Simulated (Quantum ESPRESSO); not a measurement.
# Near-edge structure at the O K edge of NiO (Fm-3m), part 4 of 4

Aim: the near-edge shape at the O K edge of NiO (Fm-3m), and what the core hole does to it.

Quantum ESPRESSO 7.5; X-ray absorption near-edge structure, plane-wave PAW PBE+U, one-electron final states by a Lanczos continued fraction.

So far. Step 8 (Spectrum with FCH, O atom 3): The hole costs E(hole) − E(ground) = 525.81 eV, and the lowest empty level of the hole cell lies at 13.27 eV, which puts the zero at 539.08 eV. One term is added: -8.91 eV, since the hole is spin-paired here and a spin-polarised one costs that much less in the free atom (computed apart). The photon energy is then 530.17 eV. The functional and the charged cell's background leave an error of a few eV in such absolute values.

### Step 15. Spectrum with HCH, O atom 3

Changed against the first core-hole run: core hole from full to half.

File xspectra.in:

```
&input_xspectra
   calculation='xanes_dipole', edge='K'
   prefix='x', outdir='tmp', xiabs=3, xe0=11.9132
   xonly_plot=.false., x_save_file='xanes.sav'
   xniter=3000, xcheck_conv=20, xerror=0.005
   xcoordcrys=.false., xepsilon(1)=1, xepsilon(2)=0, xepsilon(3)=0
/
&plot
   xnepoint=413, xemin=-10, xemax=45, terminator=.true., cut_occ_states=.true.
   xgamma=0.4
/
&pseudos
   filecore='../O.wfc'
/
&cut_occ
   cut_desmooth=0.1, cut_stepl=0.05, cut_stepu=0.05, cut_ierror=1e-5
/
6 6 6 0 0 0
```

The run is started by

```bash
$ OMP_NUM_THREADS=1 mpirun --oversubscribe --bind-to none -np 8 xspectra.x -nk 8 -in xspectra.in > xspectra.out
```

The program printed:

```text
     [... banner and references ...]
Reading input_file

     calculation: xanes_dipole

     xepsilon  [cartesian coordinates]:   1.000000   0.000000   0.000000

     xonly_plot: FALSE
        => complete calculation: Lanczos + spectrum plot

     filecore (core-wavefunction file): ../O.wfc

     main plot parameters:
        cut_occ_states: TRUE
        gamma_mode:  constant
        -> using xgamma [eV]:  0.40
        xemin [eV]: -10.00
        xemax [eV]:  45.00
        xnepoint:  413
        xe0 [eV]:  11.913200 (energy zero read in input file)

[...]
Results of STEP 1 successfully written in x_save_file
     x_save_file name:
     ->  xanes.sav
     x_save_file version:  2

     ... End STEP 1 ...

     ... Begin STEP 2 ...

     The spectrum is calculated using the following parameters:
        xe0 [eV]:   11.9132
        the occupied states are elimintate from the spectrum
        xemin [eV]: -10.00
        xemax [eV]:  45.00
        xnepoint:  413
        constant broadening parameter [eV]:    0.400
        Core level energy [eV]:  -543.1
         (from electron binding energy of neutral atoms in X-ray data booklet)

     Cross-section successfully written in xanes.dat

     ... End STEP 2 ...

                                END JOB XSpectra
```

Elapsed: 9.4 min, on 8 MPI ranks of Arm Neoverse N1, shared host; peak memory 0.19 GiB.

```
E (eV)  first run  this run
  -2.0       0.05      0.05
  -1.0       0.08      0.08
   0.0       0.17      0.17
   1.0       0.74      0.79
   2.0       0.99      0.81
   3.0       0.71      0.60
   4.0       1.26      1.00
   5.0       2.08      1.67
   6.0       1.70      1.50
   7.0       1.67      1.42
   8.0       3.34      2.93
   9.0       1.67      2.53
  10.0       1.13      1.41
  11.0       0.52      0.61
  12.0       0.34      0.40
  13.0       0.64      0.77
  14.0       0.81      0.89
  15.0       0.70      0.74
  16.0       0.45      0.48
  17.0       0.40      0.40
  18.0       0.33      0.34
  19.0       0.26      0.28
  20.0       0.24      0.22
  21.0       0.26      0.26
  22.0       0.37      0.37
  23.0       0.46      0.41
  24.0       0.50      0.41
  25.0       0.42      0.32
  26.0       0.51      0.34
  27.0       0.87      0.57
  28.0       1.65      1.24
  29.0       2.11      1.87
  30.0       1.83      2.03
  31.0       0.74      0.88
  32.0       0.36      0.42
```

Against the first run the r.m.s. difference is 21 %. The highest intensity below 16 eV goes from 8.1 eV (3.41) to 8.3 eV (3.43).

### Step 16. Cell without a hole, the energy reference

The cell and mesh change for the next run, so it gets a reference energy of its own.

File scf.in:

```
&control
   calculation='scf', prefix='x', pseudo_dir='../pp', outdir='tmp', tprnfor=.true.
/
&system
   ibrav=0, nat=4, ntyp=3, nbnd=20
   ecutwfc=50, ecutrho=360
   occupations='smearing', smearing='gaussian', degauss=0.003
   nspin=2
   starting_magnetization(1)=0.20
   starting_magnetization(2)=-0.20
/
&electrons
   conv_thr=4.0e-08, electron_maxstep=120
   mixing_beta=0.3, mixing_mode='local-TF'
/
ATOMIC_SPECIES
Ni 1.0 Ni.pbe-n-kjpaw.UPF
Ni2 1.0 Ni.pbe-n-kjpaw.UPF
O 1.0 O.pbe-n-kjpaw.UPF
CELL_PARAMETERS angstrom
  -2.08590164 2.08590164 0.00000000
  0.00000000 -2.08590164 2.08590164
  4.17180328 2.08590164 2.08590164
ATOMIC_POSITIONS crystal
Ni   0.00000000 0.00000000 0.00000000
Ni2  0.00000000 0.50000000 0.50000000
O    0.50000000 0.25000000 0.75000000
O    0.50000000 0.75000000 0.25000000
K_POINTS automatic
7 7 7 0 0 0
HUBBARD (ortho-atomic)
U Ni-3d 7
U Ni2-3d 7
```

The run is started by

```bash
$ OMP_NUM_THREADS=1 mpirun --oversubscribe --bind-to none -np 8 pw.x -nk 8 -in scf.in > scf.out
```

The program printed:

```text
     [... banner and references ...]
[banner, memory and clock lines left out]
using ibrav=0 with symmetry is DISCOURAGED, use correct ibrav instead

     G-vector sticks info

     bravais-lattice index     =            0
     lattice parameter (alat)  =       5.5745  a.u.
     unit-cell volume          =     244.9842 (a.u.)^3
     number of atoms/cell      =            4
     number of atomic types    =            3
[...]
atom    2 type  2   force =     0.00000000    0.00000000    0.00000000
     atom    3 type  3   force =     0.00000042    0.00000042    0.00000042
     atom    4 type  3   force =    -0.00000042   -0.00000042   -0.00000042

     Total force =     0.000001     Total SCF correction =     0.000034
     SCF correction compared to forces is large: reduce conv_thr to get better values

     XML data file, charge density, pseudopotentials, collected wavefunctions
[key lines of the parts left out:]
!    total energy              =    -454.44354060 Ry
total magnetization       =     0.00 Bohr mag/cell
the Fermi energy is    12.0091 ev
convergence has been achieved in  16 iterations
```

Elapsed: 30 s, on 8 MPI ranks; peak memory 0.11 GiB.

### Step 17. Cell with FCH, O atom 3

A smaller cell brings the holes closer; here they are 3.0 Å apart.

Changed against the first core-hole run: supercell atoms from 16 to 4.

Changes to scf.in since step 16:

```diff
@@ -4,5 +4,6 @@
 &system
-   ibrav=0, nat=4, ntyp=3, nbnd=20
+   ibrav=0, nat=4, ntyp=4, nbnd=20
    ecutwfc=50, ecutrho=360
    occupations='smearing', smearing='gaussian', degauss=0.003
+   tot_charge=1
    nspin=2
@@ -18,2 +19,3 @@
 Ni2 1.0 Ni.pbe-n-kjpaw.UPF
+Oh 1.0 O.pbe-n-kjpaw-1sch.UPF
 O 1.0 O.pbe-n-kjpaw.UPF
@@ -26,3 +28,3 @@
 Ni2  0.00000000 0.50000000 0.50000000
-O    0.50000000 0.25000000 0.75000000
+Oh   0.50000000 0.25000000 0.75000000
 O    0.50000000 0.75000000 0.25000000
```

The program printed:

```text
     [... banner and references ...]
[banner, memory and clock lines left out]
using ibrav=0 with symmetry is DISCOURAGED, use correct ibrav instead

     G-vector sticks info

     bravais-lattice index     =            0
     lattice parameter (alat)  =       5.5745  a.u.
     unit-cell volume          =     244.9842 (a.u.)^3
     number of atoms/cell      =            4
     number of atomic types    =            4
[...]
Forces acting on atoms (cartesian axes, Ry/au):

     atom    1 type  1   force =     0.06273568    0.06273568    0.06273568
     atom    2 type  2   force =    -0.06273941   -0.06273941   -0.06273941
     atom    3 type  3   force =    -0.00000227   -0.00000227   -0.00000227
     atom    4 type  4   force =     0.00000600    0.00000600    0.00000600

     Total force =     0.153675     Total SCF correction =     0.000103

     XML data file, charge density, pseudopotentials, collected wavefunctions
[key lines of the parts left out:]
!    total energy              =    -465.52793826 Ry
total magnetization       =     0.00 Bohr mag/cell
the Fermi energy is    10.6859 ev
convergence has been achieved in  18 iterations
```

It took 32 s on 8 MPI ranks; peak memory 0.11 GiB; 4.2 min of CPU time.

### Step 18. Spectrum with FCH, O atom 3

Changed against the first core-hole run: supercell atoms from 16 to 4.

Changes to xspectra.in since step 15:

```diff
@@ -2,3 +2,3 @@
    calculation='xanes_dipole', edge='K'
-   prefix='x', outdir='tmp', xiabs=3, xe0=11.9132
+   prefix='x', outdir='tmp', xiabs=3, xe0=11.5721
    xonly_plot=.false., x_save_file='xanes.sav'
@@ -17,2 +17,2 @@
 /
-6 6 6 0 0 0
+9 9 9 0 0 0
```

The run is started by

```bash
$ OMP_NUM_THREADS=1 mpirun --oversubscribe --bind-to none -np 8 xspectra.x -nk 8 -in xspectra.in > xspectra.out
```

The program printed:

```text
     [... banner and references ...]
Reading input_file

     calculation: xanes_dipole

     xepsilon  [cartesian coordinates]:   1.000000   0.000000   0.000000

     xonly_plot: FALSE
        => complete calculation: Lanczos + spectrum plot

     filecore (core-wavefunction file): ../O.wfc

     main plot parameters:
        cut_occ_states: TRUE
        gamma_mode:  constant
        -> using xgamma [eV]:  0.40
        xemin [eV]: -10.00
        xemax [eV]:  45.00
        xnepoint:  413
        xe0 [eV]:  11.572100 (energy zero read in input file)

[...]
Results of STEP 1 successfully written in x_save_file
     x_save_file name:
     ->  xanes.sav
     x_save_file version:  2

     ... End STEP 1 ...

     ... Begin STEP 2 ...

     The spectrum is calculated using the following parameters:
        xe0 [eV]:   11.5721
        the occupied states are elimintate from the spectrum
        xemin [eV]: -10.00
        xemax [eV]:  45.00
        xnepoint:  413
        constant broadening parameter [eV]:    0.400
        Core level energy [eV]:  -543.1
         (from electron binding energy of neutral atoms in X-ray data booklet)

     Cross-section successfully written in xanes.dat

     ... End STEP 2 ...

                                END JOB XSpectra
```

The job ended after 1.9 min (8 MPI ranks; peak memory 0.14 GiB).

These settings depart from the first run's and aren't meant as converged.

Against the first run the r.m.s. difference is 32 %. Another feature, at 5.8 eV (2.18), becomes the highest below 16 eV; the one at 8.1 eV (3.41) is now at 7.2 eV (2.16).

```
E (eV)  first run  this run
  -2.0       0.05      0.04
  -0.5       0.11      0.08
   1.0       0.74      0.26
   2.5       0.67      1.35
   4.0       1.26      1.13
   5.5       2.20      1.92
   7.0       1.67      2.11
   8.5       2.53      1.76
  10.0       1.13      1.66
  11.5       0.39      0.73
  13.0       0.64      0.48
  14.5       0.71      1.04
  16.0       0.45      0.55
  17.5       0.32      0.37
  19.0       0.26      0.28
  20.5       0.27      0.26
  22.0       0.37      0.28
  23.5       0.49      0.48
  25.0       0.42      0.47
  26.5       0.67      0.43
  28.0       1.65      1.02
  29.5       2.04      2.22
  31.0       0.74      1.36
```

### Step 19. What the core hole does

Both curves are counted from their own zero, so only the shift of weight within the empty states shows.

```
E (eV)  no hole   FCH
  -2.0     0.05  0.05
  -1.0     0.08  0.08
   0.0     0.17  0.17
   1.0     0.82  0.74
   2.0     0.77  0.99
   3.0     0.51  0.71
   4.0     0.83  1.26
   5.0     1.29  2.08
   6.0     1.31  1.70
   7.0     1.13  1.67
   8.0     2.10  3.34
   9.0     3.43  1.67
  10.0     1.97  1.13
  11.0     0.77  0.52
  12.0     0.48  0.34
  13.0     0.86  0.64
  14.0     1.04  0.81
  15.0     0.84  0.70
  16.0     0.52  0.45
  17.0     0.41  0.40
  18.0     0.33  0.33
  19.0     0.26  0.26
  20.0     0.24  0.24
  21.0     0.26  0.26
  22.0     0.31  0.37
  23.0     0.39  0.46
  24.0     0.35  0.50
  25.0     0.26  0.42
  26.0     0.25  0.51
  27.0     0.40  0.87
  28.0     0.88  1.65
  29.0     1.49  2.11
  30.0     2.13  1.83
  31.0     1.10  0.74
  32.0     0.53  0.36
```

With each curve scaled to its own mean, the area from −2 to 6 eV with the hole is 7.2 against 5.3, and the centre of weight from −1 to 20 eV moves by -0.8 eV: the hole pulls the absorber's empty states down.

### Step 20. What came out

```yaml
absorber_and_edge: O K, atom 3 of the ground-state input (counted from 1)
surroundings: 6 Ni at 2.09 Å (octahedral, site symmetry m-3m)
highest_intensity_below_16_ev: 8.1 eV above the zero, height 3.41
photon_energy_of_the_zero_with_the_added_terms: 530.2 eV (raw 539.1 eV; uncertain by a few eV)
```

The O K edge of atom 3, with 6 Ni at 2.09 Å (octahedral, site symmetry m-3m), has its highest intensity of the first 16 eV at 8.1 eV above the zero, near 538 eV in photon energy (uncertain by a few eV), 3.4 times the mean level of the first 20 eV (Lorentzian half width 0.4 eV). With each curve scaled to its own mean, the area from −2 to 6 eV with the hole is 7.2 against 5.3, and the centre of weight from −1 to 20 eV moves by -0.8 eV: the hole pulls the absorber's empty states down. Changing the core hole to XCH alters the shape by 11 % r.m.s., a modest effect on the whole. Changing the core hole from full to half alters the shape by 21 % r.m.s., a modest effect on the whole. A cell with holes 3.0 Å apart changes the curve by 32 % r.m.s. (29 % after the best shift). The spins start antiferromagnetically in a simple order, which needn't be the measured one; gap and edge can depend on it. The holes are only 5.9 Å apart, so the shape is probably not converged with cell size; no larger cell was run here. Lifetime broadening is put in by hand, and intensities beyond about 20 eV depend on it and on the partial waves; weight that the partial waves miss at high energy is lost. The structure is a published determination, not relaxed.

[Banner, clock and machine lines of the logs are left out without a mark of their own.]

[Logs are printed without paths, hosts, clocks, repeated set-up lines and the standing remarks that a program may print on its own settings, such as how far it seeks lower states.]

[Hosts, paths, dates, database ids (printed as entryN), source tags and the programs' standing remarks are cut or masked in the printed files.]

[Lists of maxima count a maximum above −3 eV only where it reaches 4 % of the highest in the window and stands out from its surroundings by 2 % of it (1.5 % where it reaches 55 %); shoulders and weaker maxima are passed over, and of the rest the first, up to two pre-edge ones and the few strongest are named.]
